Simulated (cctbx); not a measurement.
# GdSi2PdRh2: precision against data quality

Space group Imma (no. 74), a = 7.2040 Å, b = 9.6630 Å, c = 5.5200 Å, α = 90.00°, β = 90.00°, γ = 90.00°.

| atom | mult. | x | y | z | Ueq (Å²) |
| --- | --- | --- | --- | --- | --- |
| Gd1 | 4 | 1/2 | 3/4 | 0.2057 | 0.0168 |
| Pd1 | 4 | 1/4 | 3/4 | 3/4 | 0.0150 |
| Rh1 | 8 | 0.2858 | 0 | 0 | 0.0123 |
| Si1 | 8 | 1/2 | 0.4243 | 0.3027 | 0.0504 |

This is a model crystal, built by substitution and not relaxed, with assumed displacement parameters.

Five simulated data sets (cctbx; Mo Kα, λ = 0.71073 Å; 2 % proportional error) differ in resolution or exposure (noise floor 4 counts in the first three, 8 in the last two). Each is refined with the right model, isotropic at 1.1 Å and anisotropic otherwise. How do the figures of merit and the uncertainties move?

| d min (Å) | top counts | ⟨I/σ⟩ (unmerged, absences included) | unique | param. (scale apart) | Rint | R1 | GooF | largest s.u. xyz (fractional) | s.u. U of Si1 (Å²) | largest error (Å) |
| --- | --- | --- | --- | --- | --- | --- | --- | --- | --- | --- |
| 1.1 | 70000 | 15.0 | 92 | 8 | 0.016 | 0.0093 | 1.90 | 0.00057 | 0.0008 | 0.0046 |
| 0.84 | 70000 | 13.6 | 201 | 19 | 0.018 | 0.0050 | 0.91 | 0.00020 | 0.0005 | 0.0022 |
| 0.6 | 70000 | 11.0 | 515 | 19 | 0.020 | 0.0062 | 0.93 | 0.00019 | 0.0004 | 0.0015 |
| 0.75 | 300 | 0.6 | 273 | 19 | 0.404 | 0.0649 | 0.85 | 0.00728 | 0.0124 | 0.0296 |
| 0.75 | 3000 | 3.2 | 273 | 19 | 0.073 | 0.0207 | 0.85 | 0.00102 | 0.0023 | 0.0047 |

GooF reaches 1.9 where the model lacks something that the data hold (anisotropy at the isotropic level, for one). The s.u. of U for Si1 goes 0.0008, 0.0005, 0.0004 Å² with resolution and 0.0124, 0.0023 Å² with exposure.

The 1.1 Å row also differs in its displacement model, so it isn't a clean test of resolution.

Hardware for the 0.6 Å refinement: 0.38 s on 1 thread of Arm Neoverse V2, on a shared host, peak memory 0.09 GiB.
